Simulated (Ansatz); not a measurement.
# Resistivity from frozen vibrations: Mo(100) with 4 thermally displaced layers, 2x2, part 2 of 2

Aim: the resistivity of Mo at 180 K from frozen thermal displacements between perfect leads.

Ansatz 0.2.0; Ansatz plane-wave DFT, PBE, PAW files; ballistic transport by layer matching (Landauer), zero bias; PAW set soft_1.

So far, open channels per spin nearest the Fermi level: step 2 (with 4 displaced layers) 6.78.

**3. With 8 displaced layers**

Each atom of 8 layers is moved at random, by amounts drawn from a normal law 0.0396 Å wide in each direction from the Debye model (450 K) at 180 K. A fresh draw is used; the growth of the resistance with length is what counts.

System of this step: Mo(100) with 8 thermally displaced layers, 2x2. The cell holds 72 atoms: 72 Mo. Cell: a = 6.294 Å, b = 6.294 Å, c = 28.323 Å, α = 90.0°, β = 90.0°, γ = 90.0°. It derives from Mo. Regions: lead, 40 atoms (40 Mo); scattering region, 32 atoms (32 Mo). The structure is stacked along c, and the current runs across the ab planes.

Contents of input.yaml:

```yaml
crystal:
  lattice:
    - [6.294, 0.0, 0.0]
    - [0.0, 6.294, 0.0]
    - [0.0, 0.0, 28.323]
  atoms:
    - { symbol: Mo, position: [0.0, 0.0, 0.0277777778] }
    - { symbol: Mo, position: [0.0, 0.5, 0.0277777778] }
    - { symbol: Mo, position: [0.5, 0.0, 0.0277777778] }
    - { symbol: Mo, position: [0.5, 0.5, 0.0277777778] }
    - { symbol: Mo, position: [0.25, 0.25, 0.0833333333] }
    - { symbol: Mo, position: [0.25, 0.75, 0.0833333333] }
    - { symbol: Mo, position: [0.75, 0.25, 0.0833333333] }
    - { symbol: Mo, position: [0.75, 0.75, 0.0833333333] }
    - { symbol: Mo, position: [0.0, 0.0, 0.1388888889] }
    - { symbol: Mo, position: [0.0, 0.5, 0.1388888889] }
    - { symbol: Mo, position: [0.5, 0.0, 0.1388888889] }
    - { symbol: Mo, position: [0.5, 0.5, 0.1388888889] }
    - { symbol: Mo, position: [0.25, 0.25, 0.1944444444] }
    - { symbol: Mo, position: [0.25, 0.75, 0.1944444444] }
    - { symbol: Mo, position: [0.75, 0.25, 0.1944444444] }
    - { symbol: Mo, position: [0.75, 0.75, 0.1944444444] }
    - { symbol: Mo, position: [0.0, 0.0, 0.25] }
    - { symbol: Mo, position: [0.0, 0.5, 0.25] }
    - { symbol: Mo, position: [0.5, 0.0, 0.25] }
    - { symbol: Mo, position: [0.5, 0.5, 0.25] }
    - { symbol: Mo, position: [0.2478120925, 0.2534705045, 0.3050239623] }
    - { symbol: Mo, position: [0.2527625895, 0.7561645948, 0.3047946003] }
    - { symbol: Mo, position: [0.7577493331, 0.2602065904, 0.3070646264] }
    - { symbol: Mo, position: [0.7573346708, 0.7569025289, 0.3087085808] }
    - { symbol: Mo, position: [0.0011696886, 1.31159e-05, 0.3619545707] }
    - { symbol: Mo, position: [0.9942844062, 0.490225308, 0.3598776025] }
    - { symbol: Mo, position: [0.5023446858, 0.0029770924, 0.3589624778] }
    - { symbol: Mo, position: [0.4881466952, 0.4980104048, 0.3608481097] }
    - { symbol: Mo, position: [0.2496903617, 0.2542251219, 0.4183852198] }
    - { symbol: Mo, position: [0.2514531131, 0.753855842, 0.4151350017] }
    - { symbol: Mo, position: [0.7425970767, 0.2514867316, 0.4175962135] }
    - { symbol: Mo, position: [0.7545705075, 0.7537303355, 0.4177633518] }
    - { symbol: Mo, position: [0.0050965349, 0.9889728764, 0.4711954743] }
    - { symbol: Mo, position: [0.0028644816, 0.5037550682, 0.4701075259] }
    - { symbol: Mo, position: [0.507382491, 0.9972382751, 0.4718971708] }
    - { symbol: Mo, position: [0.5017232378, 0.5047177203, 0.4702179748] }
    - { symbol: Mo, position: [0.2562298708, 0.2504864352, 0.5266997772] }
    - { symbol: Mo, position: [0.2482676085, 0.7362437444, 0.5268720682] }
    - { symbol: Mo, position: [0.7511448219, 0.245537694, 0.5273190442] }
    - { symbol: Mo, position: [0.7490763724, 0.7503044781, 0.5292051619] }
    - { symbol: Mo, position: [0.999843322, 0.9983639296, 0.5840866412] }
    - { symbol: Mo, position: [0.0130688873, 0.4978429674, 0.5840505901] }
    - { symbol: Mo, position: [0.4900734608, 0.0084676699, 0.5842554965] }
    - { symbol: Mo, position: [0.5083877808, 0.4996283129, 0.5818749316] }
    - { symbol: Mo, position: [0.2555765346, 0.2547422535, 0.6376763149] }
    - { symbol: Mo, position: [0.2407302972, 0.7528265476, 0.6386491932] }
    - { symbol: Mo, position: [0.766439286, 0.2461343293, 0.6381496823] }
    - { symbol: Mo, position: [0.7493029212, 0.7395212045, 0.63764548] }
    - { symbol: Mo, position: [0.0103485574, 0.9991731953, 0.6935935989] }
    - { symbol: Mo, position: [0.991995495, 0.5036531861, 0.695365089] }
    - { symbol: Mo, position: [0.5016139582, 0.9975506183, 0.6948717465] }
    - { symbol: Mo, position: [0.502401476, 0.4957149515, 0.6953147909] }
    - { symbol: Mo, position: [0.25, 0.25, 0.75] }
    - { symbol: Mo, position: [0.25, 0.75, 0.75] }
    - { symbol: Mo, position: [0.75, 0.25, 0.75] }
    - { symbol: Mo, position: [0.75, 0.75, 0.75] }
    - { symbol: Mo, position: [0.0, 0.0, 0.8055555556] }
    - { symbol: Mo, position: [0.0, 0.5, 0.8055555556] }
    - { symbol: Mo, position: [0.5, 0.0, 0.8055555556] }
    - { symbol: Mo, position: [0.5, 0.5, 0.8055555556] }
    - { symbol: Mo, position: [0.25, 0.25, 0.8611111111] }
    - { symbol: Mo, position: [0.25, 0.75, 0.8611111111] }
    - { symbol: Mo, position: [0.75, 0.25, 0.8611111111] }
    - { symbol: Mo, position: [0.75, 0.75, 0.8611111111] }
    - { symbol: Mo, position: [0.0, 0.0, 0.9166666667] }
    - { symbol: Mo, position: [0.0, 0.5, 0.9166666667] }
    - { symbol: Mo, position: [0.5, 0.0, 0.9166666667] }
    - { symbol: Mo, position: [0.5, 0.5, 0.9166666667] }
    - { symbol: Mo, position: [0.25, 0.25, 0.9722222222] }
    - { symbol: Mo, position: [0.25, 0.75, 0.9722222222] }
    - { symbol: Mo, position: [0.75, 0.25, 0.9722222222] }
    - { symbol: Mo, position: [0.75, 0.75, 0.9722222222] }
kpoints:
  mp_grid: { grid: [4, 4, 1] }
hamiltonian:
  xc: pbe
  pseudopotentials: { kind: paw, azcp: { folder: soft_1 } }
scf:
  occupations: { method: fermi_dirac, width: 0.1 }
output:
  transmission: { leads: [[0, 4]], kmesh: [8, 8], e_range: [-0.05, 0.05], de: 0.05 }
  write_potential: true
  write_density: true
  volumetric_format: npy
```

On the command line:

```bash
$ ansatz run input.yaml --threads 4 --pin off --max-ram 15360MiB --backend cpu --events-out ev --progress --plain --runs-dir out
```

Numbers of over 12 decimals in the logs are rounded to 6 here.

What it wrote:

```text
[...]
Crystal: 72 atoms, lattice volume = 1122.000 Å³
Basis set: ecut = 420 eV, 21955 PW (Γ)
Bands: 605, of which v1, the nominal top of the filled ones, is band 504 counted from 1 (503 counted from 0)
Symmetry: 1 space group operations
[...]
k-points: 10 of 16 (time reversal used)
[...]
SCF iter   1: F=—  HF=-356879.855391 eV  |F-HF|=—  |Δ(HF+E_count)|=         —  Δρ=1.06e-1  dr2=1.26e2  ethr=3.10e-3  ⟨swp⟩=4.4  Hψ=22224  notcnv=0
[...]
SCF iter   8: F=-356835.605360 eV  HF=-356835.605360 eV  |F-HF|=1.89e-8  |Δ(HF+E_count)|=   3.43e-9  Δρ=8.34e-7  dr2=2.35e-8  ethr=9.92e-12  ⟨swp⟩=6.8  Hψ=13767  notcnv=0
SCF 1 converged in 8 iterations: F = -356835.605360 eV  dr2 = 2.35e-8
[...]
transmission: 192 of 1904 steps passed
transmission: 381 of 1904 steps passed
[...]
transmission: 1904 of 1904 steps passed
SCF converged after 8 iterations
Free energy (F): -356835.605360 eV
[...]
Internal energy: -356833.955822 eV  (E = F + TS)
E sigma→0 (E₀):  -356834.780591 eV
Entropy (-TS):   -1.649538 eV (-22.910 meV/atom)
Fermi energy:    21.107590 eV
[...]
--- Band table (eV; the first three rows and the last of 10) ---
  k-point 0: bands = [... 500 lower, 20.9383, 20.9583, 20.9591, 20.9797, 21.0021, 21.0130, 21.0348, 21.0452, ... 97 higher]
  k-point 1: bands = [... 500 lower, 21.0469, 21.0656, 21.0967, 21.1112, 21.1222, 21.1386, 21.1548, 21.1640, ... 97 higher]
  k-point 2: bands = [... 500 lower, 21.0060, 21.0236, 21.0328, 21.0430, 21.1881, 21.2004, 21.3017, 21.3174, ... 97 higher]
  k-point 9: bands = [... 500 lower, 20.3650, 20.3702, 20.4003, 20.4026, 21.4331, 21.4365, 21.4490, 21.4722, ... 97 higher]
--- Transmission ---
  basis      : 349 plane waves across, 56 finite elements along
  points     : 34, standing for a mesh of 8 x 8
[...]
channels       : 6.593750e0 a spin
[...]
slowest decay  : 0.0399 /Å at (0.5000, 0.3750)
  junction   : crystal 0 to crystal 0, 0.70 to 27.45 Å
    transmission   : 5.917997e0 a spin
[...]
```

It took 22 min on 4 threads of Arm Neoverse V1, shared host; peak memory 8 GiB; 84 min of CPU time.

This step gave:

```
free energy                                    : -356835.6054 eV
energy at zero smearing                        : -356834.7806 eV
Fermi energy                                   : 21.11 eV
transmission per spin nearest the Fermi level  : 5.918
open channels per spin nearest the Fermi level : 6.594
step of the lead's potential                   : 2.8 meV
```

Per spin. Table of transmission, zone mean by energy, zero at the Fermi level:

```csv
energy (eV),"transmission, zone mean"
-0.0500,5.92
0.0000,5.92
0.0500,5.88
```

Over the solved energies the transmission per spin lies between 5.88 and 5.92, out of 6.59 channels of the lead on average (up to 6.66).

**4. With 12 displaced layers**

Each atom of 12 layers is moved at random, by amounts drawn from a normal law 0.0396 Å wide in each direction from the Debye model (450 K) at 180 K. A fresh draw is used; the growth of the resistance with length is what counts.

System of this step: Mo(100) with 12 thermally displaced layers, 2x2. The cell holds 88 atoms: 88 Mo. Its edges and angles: a = 6.294 Å, b = 6.294 Å, c = 34.617 Å, α = 90.0°, β = 90.0°, γ = 90.0°. It derives from Mo. Regions: lead, 40 atoms (40 Mo); scattering region, 48 atoms (48 Mo). The structure is stacked along c, and the current runs across the ab planes.

Contents of input.yaml:

```yaml
crystal:
  lattice:
    - [6.294, 0.0, 0.0]
    - [0.0, 6.294, 0.0]
    - [0.0, 0.0, 34.617]
  atoms:
    - { symbol: Mo, position: [0.0, 0.0, 0.0227272727] }
    - { symbol: Mo, position: [0.0, 0.5, 0.0227272727] }
    - { symbol: Mo, position: [0.5, 0.0, 0.0227272727] }
    - { symbol: Mo, position: [0.5, 0.5, 0.0227272727] }
    - { symbol: Mo, position: [0.25, 0.25, 0.0681818182] }
    - { symbol: Mo, position: [0.25, 0.75, 0.0681818182] }
    - { symbol: Mo, position: [0.75, 0.25, 0.0681818182] }
    - { symbol: Mo, position: [0.75, 0.75, 0.0681818182] }
    - { symbol: Mo, position: [0.0, 0.0, 0.1136363636] }
    - { symbol: Mo, position: [0.0, 0.5, 0.1136363636] }
    - { symbol: Mo, position: [0.5, 0.0, 0.1136363636] }
    - { symbol: Mo, position: [0.5, 0.5, 0.1136363636] }
    - { symbol: Mo, position: [0.25, 0.25, 0.1590909091] }
    - { symbol: Mo, position: [0.25, 0.75, 0.1590909091] }
    - { symbol: Mo, position: [0.75, 0.25, 0.1590909091] }
    - { symbol: Mo, position: [0.75, 0.75, 0.1590909091] }
    - { symbol: Mo, position: [0.0, 0.0, 0.2045454545] }
    - { symbol: Mo, position: [0.0, 0.5, 0.2045454545] }
    - { symbol: Mo, position: [0.5, 0.0, 0.2045454545] }
    - { symbol: Mo, position: [0.5, 0.5, 0.2045454545] }
    - { symbol: Mo, position: [0.2366873132, 0.2418877044, 0.2496522439] }
    - { symbol: Mo, position: [0.2493171768, 0.7426728021, 0.2503761389] }
    - { symbol: Mo, position: [0.7566433011, 0.2528386141, 0.2502569167] }
    - { symbol: Mo, position: [0.7552123964, 0.7525453292, 0.2486928315] }
    - { symbol: Mo, position: [0.9987251964, 0.0081267832, 0.294152982] }
    - { symbol: Mo, position: [0.0003920563, 0.4975511057, 0.2944270001] }
    - { symbol: Mo, position: [0.4936340947, 0.0006357621, 0.2958153833] }
    - { symbol: Mo, position: [0.5019447651, 0.4908995314, 0.2951241548] }
    - { symbol: Mo, position: [0.2521757347, 0.2559585966, 0.3416786058] }
    - { symbol: Mo, position: [0.2552336794, 0.7569046705, 0.3418518604] }
    - { symbol: Mo, position: [0.744869636, 0.2503652713, 0.3400930847] }
    - { symbol: Mo, position: [0.7350125365, 0.7394215679, 0.3432993281] }
    - { symbol: Mo, position: [0.9929684638, 0.9858896477, 0.3856944241] }
    - { symbol: Mo, position: [0.0095677348, 0.4997170652, 0.3868305842] }
    - { symbol: Mo, position: [0.4982987988, 0.9994762102, 0.3878129934] }
    - { symbol: Mo, position: [0.505009459, 0.4994571884, 0.3873838692] }
    - { symbol: Mo, position: [0.2567620009, 0.2486207105, 0.4321271093] }
    - { symbol: Mo, position: [0.2515992954, 0.7457941751, 0.4331350712] }
    - { symbol: Mo, position: [0.7489486847, 0.2461014599, 0.4299006587] }
    - { symbol: Mo, position: [0.7420363768, 0.7596000306, 0.4305136685] }
    - { symbol: Mo, position: [0.0027033403, 0.9976894195, 0.4778578121] }
    - { symbol: Mo, position: [0.0037904696, 0.4951145645, 0.4769387619] }
    - { symbol: Mo, position: [0.5006252835, 0.0007208896, 0.477240105] }
    - { symbol: Mo, position: [0.4980284983, 0.5039610949, 0.4787798165] }
    - { symbol: Mo, position: [0.2534015894, 0.2453420395, 0.5231803355] }
    - { symbol: Mo, position: [0.2503845501, 0.7529051928, 0.5248382275] }
    - { symbol: Mo, position: [0.7486535159, 0.249927614, 0.5217127524] }
    - { symbol: Mo, position: [0.7481815439, 0.746418135, 0.5245578741] }
    - { symbol: Mo, position: [0.0019130191, 0.9964007175, 0.570389606] }
    - { symbol: Mo, position: [0.9916415412, 0.5054202245, 0.5693446518] }
    - { symbol: Mo, position: [0.5036120466, 0.9983564767, 0.5680337585] }
    - { symbol: Mo, position: [0.4978385201, 0.5049470443, 0.5655169572] }
    - { symbol: Mo, position: [0.2467825712, 0.2509562388, 0.6129713673] }
    - { symbol: Mo, position: [0.2385612551, 0.7484717924, 0.6127722668] }
    - { symbol: Mo, position: [0.7550363666, 0.2587943573, 0.6137157517] }
    - { symbol: Mo, position: [0.7378278557, 0.748765298, 0.6125789341] }
    - { symbol: Mo, position: [0.0042921655, 0.0106449427, 0.6594541237] }
    - { symbol: Mo, position: [0.012808546, 0.5095316358, 0.6598879104] }
    - { symbol: Mo, position: [0.4945861531, 0.0013146059, 0.6575585471] }
    - { symbol: Mo, position: [0.5072433123, 0.5015024294, 0.6608059817] }
    - { symbol: Mo, position: [0.2526446739, 0.2386450386, 0.7054467492] }
    - { symbol: Mo, position: [0.2567621092, 0.7613860299, 0.7036005303] }
    - { symbol: Mo, position: [0.745118512, 0.2513336158, 0.7035058765] }
    - { symbol: Mo, position: [0.742248268, 0.7440049763, 0.7076688856] }
    - { symbol: Mo, position: [0.9968570314, 0.9943924565, 0.7496203435] }
    - { symbol: Mo, position: [0.0007084415, 0.5087937653, 0.7512015485] }
    - { symbol: Mo, position: [0.5056147162, 0.0009261653, 0.7502964457] }
    - { symbol: Mo, position: [0.4966255112, 0.4911625532, 0.7524479426] }
    - { symbol: Mo, position: [0.25, 0.25, 0.7954545455] }
    - { symbol: Mo, position: [0.25, 0.75, 0.7954545455] }
    - { symbol: Mo, position: [0.75, 0.25, 0.7954545455] }
    - { symbol: Mo, position: [0.75, 0.75, 0.7954545455] }
    - { symbol: Mo, position: [0.0, 0.0, 0.8409090909] }
    - { symbol: Mo, position: [0.0, 0.5, 0.8409090909] }
    - { symbol: Mo, position: [0.5, 0.0, 0.8409090909] }
    - { symbol: Mo, position: [0.5, 0.5, 0.8409090909] }
    - { symbol: Mo, position: [0.25, 0.25, 0.8863636364] }
    - { symbol: Mo, position: [0.25, 0.75, 0.8863636364] }
    - { symbol: Mo, position: [0.75, 0.25, 0.8863636364] }
    - { symbol: Mo, position: [0.75, 0.75, 0.8863636364] }
    - { symbol: Mo, position: [0.0, 0.0, 0.9318181818] }
    - { symbol: Mo, position: [0.0, 0.5, 0.9318181818] }
    - { symbol: Mo, position: [0.5, 0.0, 0.9318181818] }
    - { symbol: Mo, position: [0.5, 0.5, 0.9318181818] }
    - { symbol: Mo, position: [0.25, 0.25, 0.9772727273] }
    - { symbol: Mo, position: [0.25, 0.75, 0.9772727273] }
    - { symbol: Mo, position: [0.75, 0.25, 0.9772727273] }
    - { symbol: Mo, position: [0.75, 0.75, 0.9772727273] }
kpoints:
  mp_grid: { grid: [4, 4, 1] }
hamiltonian:
  xc: pbe
  pseudopotentials: { kind: paw, azcp: { folder: soft_1 } }
scf:
  occupations: { method: fermi_dirac, width: 0.1 }
output:
  transmission: { leads: [[0, 4]], kmesh: [8, 8], e_range: [-0.05, 0.05], de: 0.05 }
  write_potential: true
  write_density: true
  volumetric_format: npy
```

What it wrote:

```text
[...]
Crystal: 88 atoms, lattice volume = 1371.333 Å³
Basis set: ecut = 420 eV, 26839 PW (Γ)
Bands: 740, of which v1, the nominal top of the filled ones, is band 616 counted from 1 (615 counted from 0)
Symmetry: 1 space group operations
[...]
k-points: 10 of 16 (time reversal used)
[...]
SCF iter   1: F=—  HF=-436185.740996 eV  |F-HF|=—  |Δ(HF+E_count)|=         —  Δρ=1.06e-1  dr2=1.55e2  ethr=3.10e-3  ⟨swp⟩=4.4  Hψ=26816  notcnv=0
[...]
SCF iter   8: F=-436131.532207 eV  HF=-436131.532207 eV  |F-HF|=3.21e-8  |Δ(HF+E_count)|=   1.40e-8  Δρ=8.91e-7  dr2=3.80e-8  ethr=8.12e-12  ⟨swp⟩=7.3  Hψ=17002  notcnv=0
SCF 1 converged in 8 iterations: F = -436131.532207 eV  dr2 = 3.80e-8
[...]
transmission: 228 of 2278 steps passed
transmission: 456 of 2278 steps passed
[...]
transmission: 2278 of 2278 steps passed
SCF converged after 8 iterations
Free energy (F): -436131.532207 eV
[...]
Internal energy: -436129.361078 eV  (E = F + TS)
E sigma→0 (E₀):  -436130.446642 eV
Entropy (-TS):   -2.171130 eV (-24.672 meV/atom)
Fermi energy:    21.132470 eV
[...]
--- Band table (eV; the first three rows and the last of 10) ---
  k-point 0: bands = [... 612 lower, 21.1126, 21.1231, 21.1314, 21.1364, 21.1387, 21.1568, 21.3156, 21.3173, ... 120 higher]
  k-point 1: bands = [... 612 lower, 21.0825, 21.0918, 21.0960, 21.1078, 21.1125, 21.1285, 21.1464, 21.1574, ... 120 higher]
  k-point 2: bands = [... 612 lower, 21.0425, 21.0839, 21.0895, 21.1076, 21.2002, 21.2183, 21.2890, 21.3421, ... 120 higher]
  k-point 9: bands = [... 612 lower, 20.3603, 20.3694, 20.3955, 20.4070, 21.4251, 21.4429, 21.4634, 21.4657, ... 120 higher]
--- Transmission ---
  basis      : 349 plane waves across, 67 finite elements along
  points     : 34, standing for a mesh of 8 x 8
[...]
channels       : 6.593750e0 a spin
[...]
slowest decay  : 0.0446 /Å at (0.3750, 0.5000)
  junction   : crystal 0 to crystal 0, 0.70 to 33.74 Å
    transmission   : 5.421005e0 a spin
[...]
```

Wall time 29 min (4 threads); peak memory 8.2 GiB.

This step gave:

```yaml
free_energy: -436131.5322 eV
energy_at_zero_smearing: -436130.4466 eV
fermi_energy: 21.13 eV
transmission_per_spin_nearest_the_fermi_level: 5.421
step_of_the_lead_s_potential: 3 meV
```

Per spin. Table of transmission, zone mean by energy, zero at the Fermi level:

```csv
energy (eV),"transmission, zone mean"
-0.0500,5.37
0.0000,5.42
0.0500,5.58
```

Over the solved energies the transmission per spin lies between 5.37 and 5.58, out of 6.64 channels of the lead on average (up to 6.78).

**5. Resistance against length**

This step: Ansatz plane-wave DFT, PBE, PAW files; ballistic transport by layer matching (Landauer), zero bias; resistivity from the slope of the area resistance; PAW set soft_1 (Ansatz 0.2.0).

This step gave:

```yaml
resistivity: 10.20 µΩ cm
intercept: -0.02970 fΩ m²
scatter_about_the_fit: 0.005738 fΩ m²
```

Resistance, by row:

```csv
run,length (Å),T,channels N,RA (fΩ m²)
n4,6.294,6.433,6.76,0.03853
n8,12.59,5.904,6.594,0.09054
n12,18.88,5.454,6.635,0.1669
```

The area resistance by length of the displaced region:

```csv
length of the displaced region (Å),area resistance (fΩ m²)
6.29,0.0385
12.59,0.0905
18.88,0.167
```

The area resistance goes from 0.039 to 0.17 fΩ m² between 6.3 and 18.9 Å, a slope of 10 µΩ cm.

By hand from the end points: (0.1669 − 0.03853) fΩ m² / (18.88 − 6.29) Å = 10 µΩ cm, since 1 fΩ m² per Å is 1000 µΩ cm.

**6. Outcome**

| Item | Value |
| --- | --- |
| resistivity from the slope | 10.2 µΩ cm |
| area resistance over 6.29 Å | 0.0385 fΩ m² |
| area resistance over 12.6 Å | 0.0905 fΩ m² |
| area resistance over 18.9 Å | 0.167 fΩ m² |

What this shows: The slope gives 10 µΩ cm. The points scatter by 0.0057 fΩ m² about the line, with one random draw a length in a 2x2 cell, so the slope is a rough value. The mean square of the displacements drawn is 0.78, 0.91 and 1.0 of the nominal one at the three lengths; with each resistance scaled back by that, the slope is 9.0 µΩ cm, the value used below. The lead's own channel count moves between the runs (6.76, 6.59 and 6.64), which shifts RA and the slope too. Read with a model of isotropic scattering on a spherical Fermi surface and the lead's 1.3×10¹⁵ S/m², this slope means a mean free path near 71 Å; over these lengths the model's slope is 1.13 times its bulk resistivity, which would be 8.0 µΩ cm. Uncorrelated displacements put too much weight on short waves, which scatter strongly; with the sideways repeat of a small cell, one draw and three short lengths, the method is good to a factor of two or three.

[Logs are printed without paths, hosts, clocks, repeated set-up lines and the standing remarks that a program may print on its own settings, such as how far it seeks lower states.]

[Hosts, paths, dates, database ids (printed as entryN), source tags and the programs' standing remarks are cut or masked in the printed files.]
